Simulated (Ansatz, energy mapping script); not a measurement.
# MnO2 monolayer: energy mapping under LDA+U (4.6 eV), part 2 of 3

Wanted: the magnetic order of MnO2 monolayer, its couplings and an estimate of its ordering temperature, by LDA+U (4.6 eV).

LDA with U = 4.6 eV on Mn d, ortho-atomic projectors; plane waves, U on orthogonalised atomic orbitals unless named otherwise, collinear spin, no spin–orbit coupling.

So far. Step 4 (Run 1 (parallel; cell A, 6 atoms)): The run ends ferromagnetic.

## Step 5: Order 2: compensated +−, cell A of 6 atoms

This order reverses 4 of the 6 neighbours at 2.86 Å, 4 of the 6 neighbours at 4.95 Å and 0 of the 6 neighbours at 5.71 Å, counted for an average magnetic atom.

Input file input.yaml:

```yaml
crystal:
  lattice:
    - [2.856870003, 0.0, 0.0]
    - [-2.856870002, 4.948243996, 0.0]
    - [0.0, 0.0, 16.896891]
  atoms:
    - { symbol: Mn, position: [0.0, 0.0, 0.5], spin: 4.5 }
    - { symbol: Mn, position: [0.0, 0.5, 0.5], spin: -4.5 }
    - { symbol: O, position: [0.666666667, 0.166666666, 0.556131] }
    - { symbol: O, position: [0.666666667, 0.666666667, 0.556131] }
    - { symbol: O, position: [0.333333333, 0.333333334, 0.443869] }
    - { symbol: O, position: [0.333333333, 0.833333333, 0.443869] }
magnetization:
  spin_polarized: true
kpoints:
  mp_grid: { grid: [14, 7, 1] }
hamiltonian:
  xc: lda
  hubbard:
    sites:
      - { species: Mn, l: d, u_eff: 4.6 }
      - { site: 0, l: d, u_eff: 4.6, starting_ns: [{ spin: up, occupation_matrix: mn1_major }, { spin: down, occupation_matrix: mn1_minor }] }
      - { site: 1, l: d, u_eff: 4.6, starting_ns: [{ spin: up, occupation_matrix: mn1_minor }, { spin: down, occupation_matrix: mn1_major }] }
    projectors: ortho-atomic
    occupation_matrices:
      mn1_major:
        matrix:
          - [0.992, 0.0, 0.0, 0.0, 0.0]
          - [0.0, 0.766, 0.0, 0.0, 0.192]
          - [0.0, 0.0, 0.766, 0.192, 0.0]
          - [0.0, 0.0, 0.192, 0.83, 0.0]
          - [0.0, 0.192, 0.0, 0.0, 0.83]
      mn1_minor:
        matrix:
          - [0.103, 0.0, 0.0, 0.0, 0.0]
          - [0.0, 0.231, 0.0, 0.0, -0.112]
          - [0.0, 0.0, 0.231, -0.112, 0.0]
          - [0.0, 0.0, -0.112, 0.214, 0.0]
          - [0.0, -0.112, 0.0, 0.0, 0.214]
scf:
  occupations: { method: fermi_dirac, width: 0.07 }
output:
  eigenvalues: true
  write_density: true
  write_potential: true
  elf: true
  volumetric_format: npy
```

Command:

```console
$ ansatz run input.yaml --threads 4 --pin off --max-ram 8192MiB --backend cpu --events-out ev --progress --plain --runs-dir out
```

Numbers of over 12 decimals in the logs are rounded to 6 here.

Log:

```text
[...]
Crystal: 6 atoms, lattice volume = 238.863 Å³
Basis set: ecut = 420 eV, 4685 PW (Γ)
Bands: 38, of which v1, the nominal top of the filled ones, is band 27 counted from 1 (26 counted from 0)
Symmetry: 4 space group operations
[...]
k-points: 32 of 98
[...]
Starting moments: Σ|m| = 9 μB on 2 of 6 sites
Starting magnetic order: antiferromagnet; a translation exchanges its spin sublattices: spin-degenerate at every k-point
[...]
SCF iter   1: F=—  HF=-9901.202203 eV  |F-HF|=—  |Δ(HF+E_count)|=         —  Δρ=7.21e-2 (↑7.21e-2 ↓7.21e-2)  dr2=2.98e1  dr2_m=4.13e0  M=0.000 μB ∫|m|=6.739 μB  β_m=0.30  ethr=3.10e-3  ⟨swp⟩=8.3  Hψ=5722  notcnv=0  defer=61
[...]
SCF iter  17: F=-9896.490051 eV  HF=-9896.490051 eV  |F-HF|=1.50e-8  |Δ(HF+E_count)|=   2.19e-9  Δρ=1.32e-6 (↑1.32e-6 ↓1.32e-6)  dr2=1.59e-8  dr2_m=8.47e-11  M=0.000 μB ∫|m|=6.837 μB  ethr=1.09e-12  ⟨swp⟩=1.4  Hψ=3553  notcnv=0
SCF 1 converged in 17 iterations: F = -9896.490051 eV  dr2 = 1.59e-8
[...]
SCF converged after 17 iterations
[...]
Magnetization: 0.0000 μB (27.0000 up, 27.0000 down)
Absolute magnetization: 6.8691 μB (∫|ρ↑−ρ↓|, with the PAW one-centre terms)
[...]
Per-site moments (μB) at R_I (Å): [(2.706648, 0.784846), (-2.706648, 0.784846), (-0.034674, 0.784846), (0.034674, 0.784846), (0.034674, 0.784846), (-0.034674, 0.784846)]
Free energy (F): -9896.490051 eV
[...]
Internal energy: -9896.490051 eV  (E = F + TS)
E sigma→0 (E₀):  -9896.490051 eV
Entropy (-TS):   -0.000000 eV (-0.000 meV/atom)
Fermi energy:    -3.552684 eV
[...]
--- Specified on-site occupations, and those of the state reported ---
  electrons in the specified blocks: 10.3540 specified, 10.3756 found
[...]
--- Band table (eV; the first three rows and the last of 64) ---
  k-point 0 ↑: bands = [... 23 lower, -5.6330, -5.3798, -5.0113, -5.0088, -1.9989, -1.6623, -1.2800, -0.3181, ... 7 higher]
  k-point 1 ↑: bands = [... 23 lower, -5.4769, -5.2649, -5.1132, -5.0512, -1.8953, -1.7506, -1.2853, -0.3104, ... 7 higher]
  k-point 2 ↑: bands = [... 23 lower, -5.2716, -5.1252, -5.0211, -4.9513, -2.0052, -1.6327, -1.3015, -0.4608, ... 7 higher]
  k-point 31 ↓: bands = [... 23 lower, -6.2023, -5.7577, -5.4840, -4.8757, -1.9557, -1.8591, -0.9071, -0.8158, ... 7 higher]
Occupation matrices written to <dir>
```

It took 13 s on 4 threads of Arm Neoverse V2, shared host; peak memory 0.98 GiB.

Spin moment in the sphere by atom:

| atom | spin moment in the sphere (μB) |
| --- | --- |
| Mn1 | 2.71 |
| Mn2 | -2.71 |
| O3 | -0.03 |
| O4 | 0.03 |
| O5 | 0.03 |
| O6 | -0.03 |

The run ends antiferromagnetic, 72.99 meV a magnetic atom above the parallel order of its cell.

Spin density in the cb plane at fractional x = 0.000, with atoms of Mn within 0.2 Å of it.

Ten even steps from '0' (-4.9 e/Å³) to '9' (5.1 e/Å³), each cell a mean:
```
44444444444444444444578654444444444444444444
44444444444444444444555544444444444444444444
44444444444444444444444444444444444444444444
44444444444444444444444444444444444444444444
44444444444444444444444444444444444444444444
44444444444444444444433444444444444444444444
44444444444444444444410244444444444444444444
44444444444444444444421344444444444444444444
44444444444444444444444444444444444444444444
44444444444444444444444444444444444444444444
44444444444444444444444444444444444444444444
44444444444444444444455444444444444444444444
44444444444444444444556554444444444444444444
44444444444444444445589654444444444444444444
```
Columns run along c (16.9 Å), rows up along b (5.7 Å). Atoms in or near the plane, at fractional coordinates: Mn at (0.50, 0.00), Mn at (0.50, 0.50).

ELF in the cb plane at fractional x = 0.000, with atoms of Mn within 0.2 Å of it. It is the smooth field of the valence electrons, not physical close to the nuclei.

Values, 8 rows by 16 columns, each cell a mean:
```
0.00 0.00 0.00 0.00 0.00 0.01 0.09 0.34 0.43 0.11 0.01 0.00 0.00 0.00 0.00 0.00
0.00 0.00 0.00 0.00 0.00 0.03 0.41 0.41 0.32 0.48 0.07 0.00 0.00 0.00 0.00 0.00
0.00 0.00 0.00 0.00 0.00 0.02 0.32 0.34 0.28 0.39 0.05 0.00 0.00 0.00 0.00 0.00
0.00 0.00 0.00 0.00 0.00 0.00 0.05 0.41 0.54 0.07 0.01 0.00 0.00 0.00 0.00 0.00
0.00 0.00 0.00 0.00 0.00 0.00 0.08 0.34 0.43 0.11 0.01 0.00 0.00 0.00 0.00 0.00
0.00 0.00 0.00 0.00 0.00 0.03 0.41 0.41 0.32 0.49 0.07 0.00 0.00 0.00 0.00 0.00
0.00 0.00 0.00 0.00 0.00 0.02 0.32 0.34 0.28 0.39 0.05 0.00 0.00 0.00 0.00 0.00
0.00 0.00 0.00 0.00 0.00 0.00 0.05 0.41 0.54 0.07 0.01 0.00 0.00 0.00 0.00 0.00
```
Columns run along c (16.9 Å), rows up along b (5.7 Å). Atoms in or near the plane, at fractional coordinates: Mn at (0.50, 0.00), Mn at (0.50, 0.50).

## Step 6: Order 3: parallel, cell B of 9 atoms

A new cell needs its own zero of energy.

Input file input.yaml:

```yaml
crystal:
  lattice:
    - [2.856870003, 0.0, 0.0]
    - [-4.285305003, 7.422365994, 0.0]
    - [0.0, 0.0, 16.896891]
  atoms:
    - { symbol: Mn, position: [0.0, 0.0, 0.5], spin: 4.5 }
    - { symbol: Mn, position: [0.0, 0.333333333, 0.5], spin: 4.5 }
    - { symbol: Mn, position: [0.0, 0.666666667, 0.5], spin: 4.5 }
    - { symbol: O, position: [0.666666667, 0.111111111, 0.556131] }
    - { symbol: O, position: [0.666666667, 0.444444444, 0.556131] }
    - { symbol: O, position: [0.666666667, 0.777777778, 0.556131] }
    - { symbol: O, position: [0.333333333, 0.222222222, 0.443869] }
    - { symbol: O, position: [0.333333333, 0.555555556, 0.443869] }
    - { symbol: O, position: [0.333333333, 0.888888889, 0.443869] }
magnetization:
  spin_polarized: true
kpoints:
  mp_grid: { grid: [15, 5, 1] }
hamiltonian:
  xc: lda
  hubbard:
    sites:
      - { species: Mn, l: d, u_eff: 4.6 }
      - { site: 0, l: d, u_eff: 4.6, starting_ns: [{ spin: up, occupation_matrix: mn1_major }, { spin: down, occupation_matrix: mn1_minor }] }
      - { site: 1, l: d, u_eff: 4.6, starting_ns: [{ spin: up, occupation_matrix: mn1_major }, { spin: down, occupation_matrix: mn1_minor }] }
      - { site: 2, l: d, u_eff: 4.6, starting_ns: [{ spin: up, occupation_matrix: mn1_major }, { spin: down, occupation_matrix: mn1_minor }] }
    projectors: ortho-atomic
    occupation_matrices:
      mn1_major:
        matrix:
          - [0.992, 0.0, 0.0, 0.0, 0.0]
          - [0.0, 0.766, 0.0, 0.0, 0.192]
          - [0.0, 0.0, 0.766, 0.192, 0.0]
          - [0.0, 0.0, 0.192, 0.83, 0.0]
          - [0.0, 0.192, 0.0, 0.0, 0.83]
      mn1_minor:
        matrix:
          - [0.103, 0.0, 0.0, 0.0, 0.0]
          - [0.0, 0.231, 0.0, 0.0, -0.112]
          - [0.0, 0.0, 0.231, -0.112, 0.0]
          - [0.0, 0.0, -0.112, 0.214, 0.0]
          - [0.0, -0.112, 0.0, 0.0, 0.214]
scf:
  occupations: { method: fermi_dirac, width: 0.07 }
output:
  eigenvalues: true
```

Log:

```text
[...]
Crystal: 9 atoms, lattice volume = 358.294 Å³
Basis set: ecut = 420 eV, 7017 PW (Γ)
Bands: 57, of which v1, the nominal top of the filled ones, is band 41 counted from 1 (40 counted from 0)
Symmetry: 12 space group operations
[...]
k-points: 24 of 75
[...]
Starting moments: Σ|m| = 13.5 μB on 3 of 9 sites
[...]
k-point 1 ↑: bands = [... 37 lower, -5.2263, -5.2161, -5.1654, -5.1368, -5.0168, -4.9028, -4.6406, -4.6325, ... 12 higher]
  k-point 2 ↑: bands = [... 37 lower, -5.6503, -5.4874, -4.9547, -4.9336, -4.8784, -4.7245, -4.6706, -4.5896, ... 12 higher]
  k-point 23 ↓: bands = [... 37 lower, -1.2028, -0.8948, -0.7118, -0.7118, -0.6803, -0.4721, -0.4510, -0.4510, ... 12 higher]
Occupation matrices written to <dir>
[key lines of the parts left out:]
SCF converged after 15 iterations
Magnetization: 9.0000 μB (45.0000 up, 36.0000 down)
Free energy (F): -14844.953603 eV
Fermi energy:    -3.425927 eV
```

The job ended after 27 s (4 threads; peak memory 1.3 GiB; 1.7 min of CPU time).

The run ends ferromagnetic. For each magnetic atom its energy differs from the parallel run of the first cell by 0.15 meV, an error that one common reference would have brought in.

## Step 7: Order 4: uncompensated ++−, cell B of 9 atoms

This order reverses 2.67 of the 6 neighbours at 2.86 Å, 4 of the 6 neighbours at 4.95 Å and 2.67 of the 6 neighbours at 5.71 Å, counted for an average magnetic atom.

input.yaml, as its differences from that of step 6:

```diff
@@ -8,3 +8,3 @@
     - { symbol: Mn, position: [0.0, 0.333333333, 0.5], spin: 4.5 }
-    - { symbol: Mn, position: [0.0, 0.666666667, 0.5], spin: 4.5 }
+    - { symbol: Mn, position: [0.0, 0.666666667, 0.5], spin: -4.5 }
     - { symbol: O, position: [0.666666667, 0.111111111, 0.556131] }
@@ -26,3 +26,3 @@
       - { site: 1, l: d, u_eff: 4.6, starting_ns: [{ spin: up, occupation_matrix: mn1_major }, { spin: down, occupation_matrix: mn1_minor }] }
-      - { site: 2, l: d, u_eff: 4.6, starting_ns: [{ spin: up, occupation_matrix: mn1_major }, { spin: down, occupation_matrix: mn1_minor }] }
+      - { site: 2, l: d, u_eff: 4.6, starting_ns: [{ spin: up, occupation_matrix: mn1_minor }, { spin: down, occupation_matrix: mn1_major }] }
     projectors: ortho-atomic
```

Log:

```text
[...]
Crystal: 9 atoms, lattice volume = 358.294 Å³
Basis set: ecut = 420 eV, 7017 PW (Γ)
Bands: 57, of which v1, the nominal top of the filled ones, is band 41 counted from 1 (40 counted from 0)
Symmetry: 4 space group operations
[...]
k-points: 24 of 75
[...]
Starting moments: Σ|m| = 13.5 μB on 3 of 9 sites
[...]
k-point 1 ↑: bands = [... 37 lower, -5.2501, -5.1259, -4.9820, -4.8131, -4.7285, -2.2391, -1.7014, -1.6980, ... 12 higher]
  k-point 2 ↑: bands = [... 37 lower, -5.2883, -4.9947, -4.9702, -4.7527, -4.6826, -2.0573, -1.8181, -1.7217, ... 12 higher]
  k-point 23 ↓: bands = [... 37 lower, -5.5467, -5.1375, -2.1380, -1.8504, -1.0279, -0.7639, -0.7630, -0.7013, ... 12 higher]
Occupation matrices written to <dir>
[key lines of the parts left out:]
SCF converged after 19 iterations
Magnetization: 3.0000 μB (42.0000 up, 39.0000 down)
Free energy (F): -14844.819880 eV
Fermi energy:    -3.487406 eV
```

It took 30 s on 4 threads; peak memory 1.3 GiB; 1.9 min of CPU time.

The run ends ferrimagnetic, 44.57 meV a magnetic atom above the parallel order of its cell.

## Step 8: Run 5 (parallel; cell C, 9 atoms)

A new cell needs its own zero of energy.

This run holds the same structure in another cell (a 2.857 → 4.948 Å, γ 120.0 → 30.0°).

Input file input.yaml:

```yaml
crystal:
  lattice:
    - [1.0e-09, 4.948243996, 0.0]
    - [-4.285305003, 7.422365994, 0.0]
    - [0.0, 0.0, 16.896891]
  atoms:
    - { symbol: Mn, position: [0.0, 0.0, 0.5], spin: 4.5 }
    - { symbol: Mn, position: [0.0, 0.333333333, 0.5], spin: 4.5 }
    - { symbol: Mn, position: [0.0, 0.666666667, 0.5], spin: 4.5 }
    - { symbol: O, position: [0.666666667, 0.666666666, 0.556131] }
    - { symbol: O, position: [0.666666667, 0.0, 0.556131] }
    - { symbol: O, position: [0.666666667, 0.333333333, 0.556131] }
    - { symbol: O, position: [0.333333333, 0.0, 0.443869] }
    - { symbol: O, position: [0.333333333, 0.333333334, 0.443869] }
    - { symbol: O, position: [0.333333333, 0.666666667, 0.443869] }
magnetization:
  spin_polarized: true
kpoints:
  mp_grid: { grid: [14, 14, 1] }
hamiltonian:
  xc: lda
  hubbard:
    sites:
      - { species: Mn, l: d, u_eff: 4.6 }
      - { site: 0, l: d, u_eff: 4.6, starting_ns: [{ spin: up, occupation_matrix: mn1_major }, { spin: down, occupation_matrix: mn1_minor }] }
      - { site: 1, l: d, u_eff: 4.6, starting_ns: [{ spin: up, occupation_matrix: mn1_major }, { spin: down, occupation_matrix: mn1_minor }] }
      - { site: 2, l: d, u_eff: 4.6, starting_ns: [{ spin: up, occupation_matrix: mn1_major }, { spin: down, occupation_matrix: mn1_minor }] }
    projectors: ortho-atomic
    occupation_matrices:
      mn1_major:
        matrix:
          - [0.992, 0.0, 0.0, 0.0, 0.0]
          - [0.0, 0.766, 0.0, 0.0, 0.192]
          - [0.0, 0.0, 0.766, 0.192, 0.0]
          - [0.0, 0.0, 0.192, 0.83, 0.0]
          - [0.0, 0.192, 0.0, 0.0, 0.83]
      mn1_minor:
        matrix:
          - [0.103, 0.0, 0.0, 0.0, 0.0]
          - [0.0, 0.231, 0.0, 0.0, -0.112]
          - [0.0, 0.0, 0.231, -0.112, 0.0]
          - [0.0, 0.0, -0.112, 0.214, 0.0]
          - [0.0, -0.112, 0.0, 0.0, 0.214]
scf:
  occupations: { method: fermi_dirac, width: 0.07 }
output:
  eigenvalues: true
```

Log:

```text
[...]
Crystal: 9 atoms, lattice volume = 358.294 Å³
Basis set: ecut = 420 eV, 6999 PW (Γ)
Bands: 57, of which v1, the nominal top of the filled ones, is band 41 counted from 1 (40 counted from 0)
Symmetry: 36 space group operations
[...]
k-points: 24 of 196
[...]
Starting moments: Σ|m| = 13.5 μB on 3 of 9 sites
[...]
k-point 1 ↑: bands = [... 37 lower, -5.5405, -5.4828, -5.2954, -5.2820, -5.2418, -5.0766, -4.9145, -4.6882, ... 12 higher]
  k-point 2 ↑: bands = [... 37 lower, -5.6743, -5.4885, -5.3261, -5.2416, -5.1651, -5.0509, -4.8923, -4.6090, ... 12 higher]
  k-point 23 ↓: bands = [... 37 lower, -1.1959, -1.1959, -0.6466, -0.6311, -0.6311, -0.3637, -0.3152, -0.3152, ... 12 higher]
Occupation matrices written to <dir>
[key lines of the parts left out:]
SCF converged after 15 iterations
Magnetization: 9.0000 μB (45.0000 up, 36.0000 down)
Free energy (F): -14844.954009 eV
Fermi energy:    -3.425608 eV
```

Wall time 30 s (4 threads); peak memory 1.3 GiB; 1.9 min of CPU time.

The run ends ferromagnetic. For each magnetic atom its energy differs from the parallel run of the first cell by 0.01 meV, an error that one common reference would have brought in.

## Step 9: Run 6 (uncompensated ++−; cell C, 9 atoms)

This order reverses 4 of the 6 neighbours at 2.86 Å, 0 of the 6 neighbours at 4.95 Å and 4 of the 6 neighbours at 5.71 Å, counted for an average magnetic atom.

input.yaml, as its differences from that of step 8:

```diff
@@ -8,3 +8,3 @@
     - { symbol: Mn, position: [0.0, 0.333333333, 0.5], spin: 4.5 }
-    - { symbol: Mn, position: [0.0, 0.666666667, 0.5], spin: 4.5 }
+    - { symbol: Mn, position: [0.0, 0.666666667, 0.5], spin: -4.5 }
     - { symbol: O, position: [0.666666667, 0.666666666, 0.556131] }
@@ -26,3 +26,3 @@
       - { site: 1, l: d, u_eff: 4.6, starting_ns: [{ spin: up, occupation_matrix: mn1_major }, { spin: down, occupation_matrix: mn1_minor }] }
-      - { site: 2, l: d, u_eff: 4.6, starting_ns: [{ spin: up, occupation_matrix: mn1_major }, { spin: down, occupation_matrix: mn1_minor }] }
+      - { site: 2, l: d, u_eff: 4.6, starting_ns: [{ spin: up, occupation_matrix: mn1_minor }, { spin: down, occupation_matrix: mn1_major }] }
     projectors: ortho-atomic
```

Log:

```text
[...]
Crystal: 9 atoms, lattice volume = 358.294 Å³
Basis set: ecut = 420 eV, 6999 PW (Γ)
Bands: 57, of which v1, the nominal top of the filled ones, is band 41 counted from 1 (40 counted from 0)
Symmetry: 12 space group operations
[...]
k-points: 24 of 196
[...]
Starting moments: Σ|m| = 13.5 μB on 3 of 9 sites
[...]
k-point 1 ↑: bands = [... 37 lower, -5.4109, -5.3756, -5.3208, -5.0136, -4.9794, -1.9786, -1.9574, -1.7704, ... 12 higher]
  k-point 2 ↑: bands = [... 37 lower, -5.4701, -5.2972, -5.1986, -5.0678, -4.9650, -2.0374, -1.9741, -1.7675, ... 12 higher]
  k-point 23 ↓: bands = [... 37 lower, -4.9447, -4.9256, -2.1720, -2.1560, -1.0411, -0.7346, -0.6921, -0.6715, ... 12 higher]
Occupation matrices written to <dir>
[key lines of the parts left out:]
SCF converged after 20 iterations
Magnetization: 3.0000 μB (42.0000 up, 39.0000 down)
Free energy (F): -14844.769235 eV
Fermi energy:    -3.502073 eV
```

Wall time 42 s (4 threads); peak memory 1.4 GiB; 2.6 min of CPU time.

The run ends ferrimagnetic, 61.59 meV a magnetic atom above the parallel order of its cell.

## Step 10: Order 7: parallel, cell D of 12 atoms

A new cell needs its own zero of energy.

Input file input.yaml:

```yaml
crystal:
  lattice:
    - [1.0e-09, 4.948243996, 0.0]
    - [-5.713740004, 9.896487992, 0.0]
    - [0.0, 0.0, 16.896891]
  atoms:
    - { symbol: Mn, position: [0.0, 0.0, 0.5], spin: 4.5 }
    - { symbol: Mn, position: [0.0, 0.25, 0.5], spin: 4.5 }
    - { symbol: Mn, position: [0.0, 0.5, 0.5], spin: 4.5 }
    - { symbol: Mn, position: [0.0, 0.75, 0.5], spin: 4.5 }
    - { symbol: O, position: [0.666666667, 0.75, 0.556131] }
    - { symbol: O, position: [0.666666667, 0.0, 0.556131] }
    - { symbol: O, position: [0.666666667, 0.25, 0.556131] }
    - { symbol: O, position: [0.666666667, 0.5, 0.556131] }
    - { symbol: O, position: [0.333333333, 0.0, 0.443869] }
    - { symbol: O, position: [0.333333333, 0.25, 0.443869] }
    - { symbol: O, position: [0.333333333, 0.5, 0.443869] }
    - { symbol: O, position: [0.333333333, 0.75, 0.443869] }
magnetization:
  spin_polarized: true
kpoints:
  mp_grid: { grid: [14, 7, 1] }
hamiltonian:
  xc: lda
  hubbard:
    sites:
      - { species: Mn, l: d, u_eff: 4.6 }
      - { site: 0, l: d, u_eff: 4.6, starting_ns: [{ spin: up, occupation_matrix: mn1_major }, { spin: down, occupation_matrix: mn1_minor }] }
      - { site: 1, l: d, u_eff: 4.6, starting_ns: [{ spin: up, occupation_matrix: mn1_major }, { spin: down, occupation_matrix: mn1_minor }] }
      - { site: 2, l: d, u_eff: 4.6, starting_ns: [{ spin: up, occupation_matrix: mn1_major }, { spin: down, occupation_matrix: mn1_minor }] }
      - { site: 3, l: d, u_eff: 4.6, starting_ns: [{ spin: up, occupation_matrix: mn1_major }, { spin: down, occupation_matrix: mn1_minor }] }
    projectors: ortho-atomic
    occupation_matrices:
      mn1_major:
        matrix:
          - [0.992, 0.0, 0.0, 0.0, 0.0]
          - [0.0, 0.766, 0.0, 0.0, 0.192]
          - [0.0, 0.0, 0.766, 0.192, 0.0]
          - [0.0, 0.0, 0.192, 0.83, 0.0]
          - [0.0, 0.192, 0.0, 0.0, 0.83]
      mn1_minor:
        matrix:
          - [0.103, 0.0, 0.0, 0.0, 0.0]
          - [0.0, 0.231, 0.0, 0.0, -0.112]
          - [0.0, 0.0, 0.231, -0.112, 0.0]
          - [0.0, 0.0, -0.112, 0.214, 0.0]
          - [0.0, -0.112, 0.0, 0.0, 0.214]
scf:
  occupations: { method: fermi_dirac, width: 0.07 }
output:
  eigenvalues: true
```

Log:

```text
[...]
k-point 1 ↑: bands = [... 50 lower, -5.6743, -5.5743, -5.5601, -5.5472, -5.2318, -5.1962, -5.0509, -4.9045, ... 18 higher]
  k-point 2 ↑: bands = [... 50 lower, -5.4972, -5.4694, -5.3762, -5.3341, -5.3292, -5.2039, -4.9973, -4.8701, ... 18 higher]
  k-point 31 ↓: bands = [... 50 lower, -0.8933, -0.8933, -0.6929, -0.6929, -0.6525, -0.6525, -0.4054, -0.4054, ... 18 higher]
Occupation matrices written to <dir>
[key lines of the parts left out:]
SCF converged after 15 iterations
Magnetization: 12.0000 μB (60.0000 up, 48.0000 down)
Free energy (F): -19793.272017 eV
Fermi energy:    -3.425646 eV
```

Run time: 75 s. Hardware: 4 threads; peak memory 2.3 GiB.

The run ends ferromagnetic. For each magnetic atom its energy differs from the parallel run of the first cell by 0.01 meV, an error that one common reference would have brought in.

[end of part 2 of 3]

[Logs and program files are shortened in this print: banners, set-up blocks, solver, clock and traceback lines can be left out without a mark of their own.]

[Logs are printed without paths, hosts, clocks, repeated set-up lines and the standing remarks that a program may print on its own settings, such as how far it seeks lower states.]

[Hosts, paths, dates, database ids (printed as entryN), source tags and the programs' standing remarks are cut or masked in the printed files.]

[Where a cell is said to come from a database of computed structures, the database is the Materials Project.]
